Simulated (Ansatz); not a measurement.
# Phonons of TaN (P-62m) against volume, part 2 of 3

Wanted: Grüneisen parameters and pressure coefficients of the modes of TaN (P-62m).

Ansatz 0.2.0; DFT PBEsol, scalar-relativistic, plane waves, PAW; PAW set soft_1.

So far. Step 3 (Tight relaxation): The largest force component left is 0.029 meV/Å and the pressure is -0.004 GPa, within the tolerances set. The cell now holds 11.21 Å³/atom.

**4. Zone-centre response at rest**

Phonons follow from the second derivative of the energy, found here by linear response.

The modes at rest are the reference of the series.

Contents of input.yaml:

```yaml
crystal:
  lattice:
    - [5.1776819493, 0.0, 0.0]
    - [-2.5888409747, 4.4840041008, 0.0]
    - [0.0, 0.0, 2.8960213983]
  atoms:
    - { symbol: "N", position: [0.3934597894, 0.0, 0.0] }
    - { symbol: "N", position: [0.6065402106, 0.6065402106, 0.0] }
    - { symbol: "N", position: [0.0, 0.3934597894, 0.0] }
    - { symbol: Ta, position: [0.3333333333, 0.6666666667, 0.5] }
    - { symbol: Ta, position: [0.6666666667, 0.3333333333, 0.5] }
    - { symbol: Ta, position: [0.0, 0.0, 0.0] }
kpoints:
  mp_grid: { grid: [9, 9, 12] }
hamiltonian:
  xc: pbesol
  pseudopotentials: { kind: paw, azcp: { folder: soft_1 }, xc_functional: pbe }
scf:
  occupations: { method: methfessel_paxton, width: 0.2 }
output:
  eigenvalues: true
phonons:
  method: dfpt
```

Started as:

```bash
$ ansatz run input.yaml --threads 8 --pin off --max-ram 16384MiB --backend cpu --events-out ev --progress --plain --runs-dir out
```

Numbers of over 12 decimals in the logs are rounded to 6 here.

What it wrote:

```text
zone centre: on kpoints.mp_grid the ground state, and the responses unless they are solved on pairs of k-points, stand on 287 of the mesh's 972 k-points, reduced under 2 symmetry operations, with k and −k counted as one. Each operation leaves every solved displacement unchanged or reverses it
[...]
Crystal: 6 atoms, lattice volume = 67.236 Å³
Basis set: ecut = 420 eV, 1287 PW (Γ), exchange–correlation on 72×72×40 points (8 copies of the dense FFT grid, shifted against one another)
Bands: 33, of which v1, the nominal top of the filled ones, is band 27 counted from 1 (26 counted from 0)
Symmetry: 12 space group operations
k-points: 287 of 972 (irreducible under 2 space group operations, time reversal used)
[...]
SCF iter   1: F=—  HF=-30566.440517 eV  |F-HF|=—  |Δ(HF+E_count)|=         —  Δρ=6.50e-2  dr2=3.54e0  ethr=3.10e-3  ⟨swp⟩=4.6  Hψ=36932  notcnv=0
[...]
SCF iter  10: F=-30565.746969 eV  HF=-30565.746969 eV  |F-HF|=1.09e-11  |Δ(HF+E_count)|=  1.46e-11  S|Δr|=    0.00e0  Δρ=1.21e-7  dr2=4.48e-12  ethr=1.00e-12  ⟨swp⟩=9.6  Hψ=52857  notcnv=0
the search or the solves at the SCF's close seem to have found levels that the self-consistency loop had missed (the run counts 2). By its estimate they hold under 1e-12 electrons; where the run keeps them, the occupations were computed again with them
SCF 1 converged in 10 iterations: F = -30565.746969 eV  dr2 = 4.48e-12
[...]
DFPT response loops at Γ: preconditioner auto → Kerker (q_TF=auto, 2.630 Å⁻¹) (partly filled bands, converged f_vac=0.000); β = 1.00, the filter's whole step (`scf.mixing.beta` (0.50) is not read by the response loops under this deck's `scf.mixing.preconditioner`; to damp them name `kerker` or `kerker_dos`, under which they read `scf.mixing.beta`, and type it under 1.00, their step now; both keys bind the ground state too); Broyden in place of MSR1
SCF converged after 10 iterations
[...]
Free energy (F): -30565.746969 eV
[...]
Internal energy: -30565.750157 eV  (E = F + TS)
E sigma→0 (E₀):  -30565.747766 eV
Entropy (-TS):   0.003188 eV (0.531 meV/atom)
Fermi energy:    19.815178 eV
[...]
--- Band table (eV; the first three rows and the last of 287) ---
  k-point 0: bands = [... 23 lower, 15.4452, 16.3837, 17.7721, 18.7855, 18.7855, 20.3175, 20.3175, 21.5754, ... 2 higher]
  k-point 1: bands = [... 23 lower, 15.0372, 16.6372, 18.1257, 18.4468, 18.4468, 20.7429, 20.7429, 21.6913, ... 2 higher]
  k-point 2: bands = [... 23 lower, 14.4596, 17.3842, 18.0390, 18.0390, 18.9486, 21.1876, 21.1876, 21.7236, ... 2 higher]
  k-point 286: bands = [... 23 lower, 15.6554, 16.4930, 17.5942, 18.6871, 20.8701, 21.3278, 22.5645, 22.5926, ... 2 higher]
--- Phonons (Γ-DFPT): 7 representative perturbations + reference, on 287 of 972 k-points (Σ response iterations 22) ---
  k mesh reduced under 2 symmetry operations, with k and −k counted as one. Each operation leaves every solved displacement unchanged or reverses it
  ASR residual: 3.439e-5 → 0.000e0 eV/Å²; symmetrization residual: 2.648e-6 eV/Å²
  ASR residual per site (eV/Å²): 3.28e-5 3.16e-5 3.16e-5 3.44e-5 3.44e-5 3.05e-5
  Γ frequencies (cm⁻¹): 0.00 0.00 0.00 148.26 189.08 189.35 189.35 231.15 231.15 579.03 579.03 596.21 601.73 601.73 619.57 652.77 652.77 703.91
  non-analytic LO–TO correction: not included (Born effective charges unavailable; polar crystals: no LO–TO splitting at Γ)
```

Run time: 2.1 min. Hardware: 8 threads of Arm Neoverse N1, shared host; peak memory 2.2 GiB; 15 min of CPU time.

Numbers from this step:

```yaml
sum_rule_residual_before_enforcement: 3.44e-5 eV/Å²
point_group: -6m2
highest_optical_mode_at_the_zone_centre_no_lo_to_term: 703.9 cm⁻¹
lowest_optical_zone_centre_mode: 148.3 cm⁻¹
```

Patterns of degenerate modes are one choice out of their space. Modes at Γ, with each element's share of the kinetic energy:

| mode | frequency (cm⁻¹) | symmetry | N % | Ta % |
| --- | --- | --- | --- | --- |
| 1 | 0.0 | acoustic | 7 | 93 |
| 2 | 0.0 | acoustic | 7 | 93 |
| 3 | 0.0 | acoustic | 7 | 93 |
| 4 | 148.3 | A2'' | 1 | 99 |
| 5 | 189.1 | A1'' | 0 | 100 |
| 6 | 189.3 | E' | 2 | 98 |
| 7 | 189.3 | E' | 2 | 98 |
| 8 | 231.2 | E' | 0 | 100 |
| 9 | 231.2 | E' | 0 | 100 |
| 10 | 579.0 | E'' | 100 | 0 |
| 11 | 579.0 | E'' | 100 | 0 |
| 12 | 596.2 | A2'' | 92 | 8 |
| 13 | 601.7 | E' | 94 | 6 |
| 14 | 601.7 | E' | 94 | 6 |
| 15 | 619.6 | A1' | 100 | 0 |
| 16 | 652.8 | E' | 96 | 4 |
| 17 | 652.8 | E' | 96 | 4 |
| 18 | 703.9 | A2' | 100 | 0 |

Displacements in mode 4 (148.3 cm⁻¹), the largest set to 1:
```
N1   0.00  0.00 -0.20
N2   0.00  0.00 -0.20
N3   0.00  0.00 -0.20
Ta4  0.00  0.00 -0.48
Ta5  0.00  0.00 -0.48
Ta6  0.00  0.00  1.00
```

Displacements in mode 17 (652.8 cm⁻¹), the largest set to 1:
```
N1  -0.02 -0.36  0.00
N2   0.78  0.98  0.00
N3  -0.78  1.00  0.00
Ta4 -0.01 -0.02  0.00
Ta5  0.01 -0.02  0.00
Ta6  0.00 -0.09  0.00
```

Before it was imposed, the acoustic sum rule was missed by 3.4e-5 eV/Å². Small misses are needed for a sound result but don't prove that mesh and cutoff are converged. The lowest optical mode is real, 148 cm⁻¹.

**5. Relaxation of a member: 1.06 times the volume at rest**

The cell is set to 1.06 times the volume at rest, and shape and atoms relax at that volume.

input.yaml, the sections that differ from step 4:

```yaml
crystal:
  lattice:
    - [5.2835716963, 0.0, 0.0]
    - [-2.6417858482, 4.5757073117, 0.0]
    - [0.0, 0.0, 2.9479706848]
  atoms:
    - { symbol: "N", position: [0.3917144823, 0.0, 0.0] }
    - { symbol: "N", position: [0.6082855177, 0.6082855177, 0.0] }
    - { symbol: "N", position: [0.0, 0.3917144823, 0.0] }
    - { symbol: Ta, position: [0.3333333333, 0.6666666667, 0.5] }
    - { symbol: Ta, position: [0.6666666667, 0.3333333333, 0.5] }
    - { symbol: Ta, position: [0.0, 0.0, 0.0] }
output:
  forces: true
  stress: true
  eigenvalues: true
relax:
  adjacent_minimum: "off"
  f_tol: 0.001
  max_steps: 60
  cell: { stress_tol: 0.01, fix: [volume] }
# kpoints, hamiltonian, scf: as in step 4
# phonons: removed
```

What it wrote:

```text
[...]
Crystal: 6 atoms, lattice volume = 71.270 Å³
Basis set: ecut = 420 eV, 1347 PW (Γ), exchange–correlation on 72×72×40 points (8 copies of the dense FFT grid, shifted against one another)
Bands: 33, of which v1, the nominal top of the filled ones, is band 27 counted from 1 (26 counted from 0)
Symmetry: 12 space group operations
[...]
k-points: 84 of 972 (time reversal used)
[...]
cell:  # Å, volume = 71.2704 Å³
    - [5.285471, 2.8878020180859382e-11, 0.0]
    - [-2.642735, 4.577352, 0.0]
    - [0.0, 0.0, 2.945853]
  atoms:
    - { symbol: N, position: [0.390830, 0, 0.0] }
    - { symbol: N, position: [0.609170, 0.609170, 0.0] }
    - { symbol: N, position: [2.7755575615628914e-17, 0.390830, 0.0] }
    - { symbol: Ta, position: [0.333333, 0.666667, 0.500000] }
    - { symbol: Ta, position: [0.666667, 0.333333, 0.500000] }
    - { symbol: Ta, position: [0, 0, 0.0] }
[key lines of the parts left out:]
SCF converged after 5 iterations
Free energy (F): -30565.523192 eV
Fermi energy:    18.531410 eV
P = ⅓ Tr σ = -16.8783 GPa (-168.783 kbar)
```

The job ended after 26 s (8 threads; peak memory 0.55 GiB; 3.2 min of CPU time).

Little changed from the start: no atom moved by 0.005 Å and no cell edge by 0.1 %.

This step gave:

| Item | Value |
| --- | --- |
| pressure | -16.88 GPa |
| volume per atom | 11.88 Å³ |

The largest force component left is 0.012 meV/Å, at a pressure of -16.88 GPa.

**6. Modes of this member: 1.06 times the volume at rest**

The zone-centre modes follow for 1.06 times the volume at rest.

input.yaml, the sections that differ from step 5:

```yaml
crystal:
  lattice:
    - [5.2854706153, 0.0, 0.0]
    - [-2.6427353077, 4.5773518238, 0.0]
    - [0.0, 0.0, 2.9458528215]
  atoms:
    - { symbol: "N", position: [0.3908301574, 0.0, 0.0] }
    - { symbol: "N", position: [0.6091698426, 0.6091698426, 0.0] }
    - { symbol: "N", position: [0.0, 0.3908301574, 0.0] }
    - { symbol: Ta, position: [0.3333333333, 0.6666666667, 0.5] }
    - { symbol: Ta, position: [0.6666666667, 0.3333333333, 0.5] }
    - { symbol: Ta, position: [0.0, 0.0, 0.0] }
output:
  eigenvalues: true
phonons:
  method: dfpt
# kpoints, hamiltonian, scf: as in step 5
# relax: removed
```

What it wrote:

```text
[...]
Crystal: 6 atoms, lattice volume = 71.270 Å³
Basis set: ecut = 420 eV, 1347 PW (Γ), exchange–correlation on 72×72×40 points (8 copies of the dense FFT grid, shifted against one another)
Bands: 33, of which v1, the nominal top of the filled ones, is band 27 counted from 1 (26 counted from 0)
Symmetry: 12 space group operations
k-points: 287 of 972 (irreducible under 2 space group operations, time reversal used)
[...]
SCF iter   1: F=—  HF=-30566.150613 eV  |F-HF|=—  |Δ(HF+E_count)|=         —  Δρ=6.01e-2  dr2=3.47e0  ethr=3.10e-3  ⟨swp⟩=4.4  Hψ=36911  notcnv=0
[...]
SCF iter  10: F=-30565.523192 eV  HF=-30565.523192 eV  |F-HF|=3.64e-12  |Δ(HF+E_count)|=  5.46e-11  S|Δr|=    0.00e0  Δρ=1.27e-7  dr2=9.75e-12  ethr=1.00e-12  ⟨swp⟩=9.3  Hψ=54179  notcnv=0
SCF 1 converged in 10 iterations: F = -30565.523192 eV  dr2 = 9.75e-12
[...]
SCF converged after 10 iterations
[...]
Free energy (F): -30565.523192 eV
[...]
Internal energy: -30565.526412 eV  (E = F + TS)
E sigma→0 (E₀):  -30565.523997 eV
Entropy (-TS):   0.003220 eV (0.537 meV/atom)
Fermi energy:    18.531410 eV
[...]
--- Band table (eV; the first three rows and the last of 287) ---
  k-point 0: bands = [... 23 lower, 14.3609, 15.2484, 16.5652, 17.5876, 17.5876, 19.0570, 19.0570, 20.0693, ... 2 higher]
  k-point 1: bands = [... 23 lower, 13.9325, 15.5102, 16.9055, 17.2863, 17.2863, 19.4268, 19.4268, 20.1801, ... 2 higher]
  k-point 2: bands = [... 23 lower, 13.4228, 16.2344, 16.9068, 16.9068, 17.6866, 19.8439, 19.8439, 20.3074, ... 2 higher]
  k-point 286: bands = [... 23 lower, 14.5361, 15.4598, 16.4583, 17.5177, 19.5151, 19.9163, 21.0682, 21.1051, ... 2 higher]
[...]
ASR residual: 4.880e-5 → 0.000e0 eV/Å²; symmetrization residual: 3.078e-6 eV/Å²
  ASR residual per site (eV/Å²): 1.95e-5 1.26e-5 1.26e-5 4.88e-5 4.88e-5 1.74e-5
[...]
```

Run time: 2.3 min. Hardware: 8 threads; peak memory 2.3 GiB.

This step gave:

```yaml
sum_rule_residual_before_enforcement: 4.88e-5 eV/Å²
highest_optical_mode_at_the_zone_centre_no_lo_to_term: 630.7 cm⁻¹
lowest_optical_zone_centre_mode: 140.3 cm⁻¹
```

Patterns of degenerate modes are one choice out of their space. Modes at Γ, with each element's share of the kinetic energy:

```
mode  frequency (cm⁻¹)  symmetry  N %  Ta %
   1               0.0  acoustic    7    93
   2               0.0  acoustic    7    93
   3               0.0  acoustic    7    93
   4             140.3      A2''    0   100
   5             166.9      A1''    0   100
   6             176.2        E'    1    99
   7             176.2        E'    1    99
   8             210.4        E'    0   100
   9             210.4        E'    0   100
  10             517.8       E''  100     0
  11             517.8       E''  100     0
  12             532.6      A2''   92     8
  13             533.4        E'   95     5
  14             533.4        E'   95     5
  15             581.8       A1'  100     0
  16             605.5        E'   96     4
  17             605.5        E'   96     4
  18             630.7       A2'  100     0
```

The lowest optical mode is real, 140 cm⁻¹, and the highest lies at 630.7 cm⁻¹.

For the highest optical mode at the zone centre (no LO-TO term), step 4 gave 704 cm⁻¹; this run, with volume ratio 1.06, gives 631 cm⁻¹ (-10 %).

**7. Relaxation of a member: 0.9 times the volume at rest**

The cell is set to 0.9 times the volume at rest, and shape and atoms relax at that volume.

input.yaml, the sections that differ from step 6:

```yaml
crystal:
  lattice:
    - [4.9884124167, 0.0, 0.0]
    - [-2.4942062084, 4.3200918774, 0.0]
    - [0.0, 0.0, 2.8079560866]
  atoms:
    - { symbol: "N", position: [0.396941897, 0.0, 0.0] }
    - { symbol: "N", position: [0.603058103, 0.603058103, 0.0] }
    - { symbol: "N", position: [0.0, 0.396941897, 0.0] }
    - { symbol: Ta, position: [0.3333333333, 0.6666666667, 0.5] }
    - { symbol: Ta, position: [0.6666666667, 0.3333333333, 0.5] }
    - { symbol: Ta, position: [0.0, 0.0, 0.0] }
output:
  forces: true
  stress: true
  eigenvalues: true
relax:
  adjacent_minimum: "off"
  f_tol: 0.001
  max_steps: 60
  cell: { stress_tol: 0.01, fix: [volume] }
# kpoints, hamiltonian, scf: as in step 6
# phonons: removed
```

What it wrote:

```text
[...]
Crystal: 6 atoms, lattice volume = 60.513 Å³
Basis set: ecut = 420 eV, 1203 PW (Γ), exchange–correlation on 72×72×40 points (8 copies of the dense FFT grid, shifted against one another)
Bands: 33, of which v1, the nominal top of the filled ones, is band 27 counted from 1 (26 counted from 0)
Symmetry: 12 space group operations
[...]
k-points: 84 of 972 (time reversal used)
[...]
cell:  # Å, volume = 60.5126 Å³
    - [4.985207, 2.8848895151906942e-11, 0.0]
    - [-2.492603, 4.317316, 0.0]
    - [0.0, 0.0, 2.811568]
  atoms:
    - { symbol: N, position: [0.397829, 0, 0.0] }
    - { symbol: N, position: [0.602171, 0.602171, 0.0] }
    - { symbol: N, position: [0.0, 0.397829, 0.0] }
    - { symbol: Ta, position: [0.333333, 0.666667, 0.500000] }
    - { symbol: Ta, position: [0.666667, 0.333333, 0.500000] }
    - { symbol: Ta, position: [0, 0, 0.0] }
[key lines of the parts left out:]
SCF converged after 4 iterations
Free energy (F): -30564.918580 eV
Fermi energy:    22.273424 eV
P = ⅓ Tr σ = 43.2870 GPa (432.870 kbar)
```

Run time: 21 s. Hardware: 8 threads; peak memory 0.52 GiB; 2.7 min of CPU time.

The steps of the relaxation:

| step | energy less that of the first step (eV) | largest force component (eV/Å) | pressure (GPa) | volume (Å³) |
| --- | --- | --- | --- | --- |
| 1 | 0.0000 | 0.0910 | 43.48 | 60.51 |
| 2 | -0.0003 | 0.0079 | 43.21 | 60.51 |
| 3 | -0.0008 | 0.0145 | 43.27 | 60.51 |
| 4 | -0.0008 | 0.0020 | 43.29 | 60.51 |
| 5 | -0.0008 | 0.0001 | 43.29 | 60.51 |
| 6* | -0.0008 | 0.0000 | 43.29 | 60.51 |

Relaxation steps marked * repeat the geometry before them on a plane-wave basis chosen anew for their cell, so energy and pressure can jump there.

Forces are held to the 12 operations that the run works with; a distortion that breaks them can't arise in this run.

```csv
"conventional cell, symmetrised",before,after,change
a (Å),4.988,4.985,-0.1 %
b (Å),4.988,4.985,-0.1 %
c (Å),2.808,2.812,+0.1 %
volume (Å³/atom),10.09,10.09,+0.0 %
```

Final coordinates:

```xyz
6
Lattice="4.9852 0.0000 0.0000 -2.4926 4.3173 0.0000 0.0000 0.0000 2.8116" Properties=species:S:1:pos:R:3 pbc="T T T"
N     1.9833    0.0000    0.0000
N     1.5010    2.5998    0.0000
N    -0.9916    1.7176    0.0000
Ta    0.0000    2.8782    1.4058
Ta    2.4926    1.4391    1.4058
Ta    0.0000    0.0000    0.0000
```

Numbers from this step:

```
pressure        : 43.29 GPa
volume per atom : 10.09 Å³
```

The largest force component left is 0.046 meV/Å, at a pressure of 43.29 GPa.

[end of part 2 of 3]

[Logs are printed without paths, hosts, clocks, repeated set-up lines and the standing remarks that a program may print on its own settings, such as how far it seeks lower states.]

[Hosts, paths, dates, database ids (printed as entryN), source tags and the programs' standing remarks are cut or masked in the printed files.]
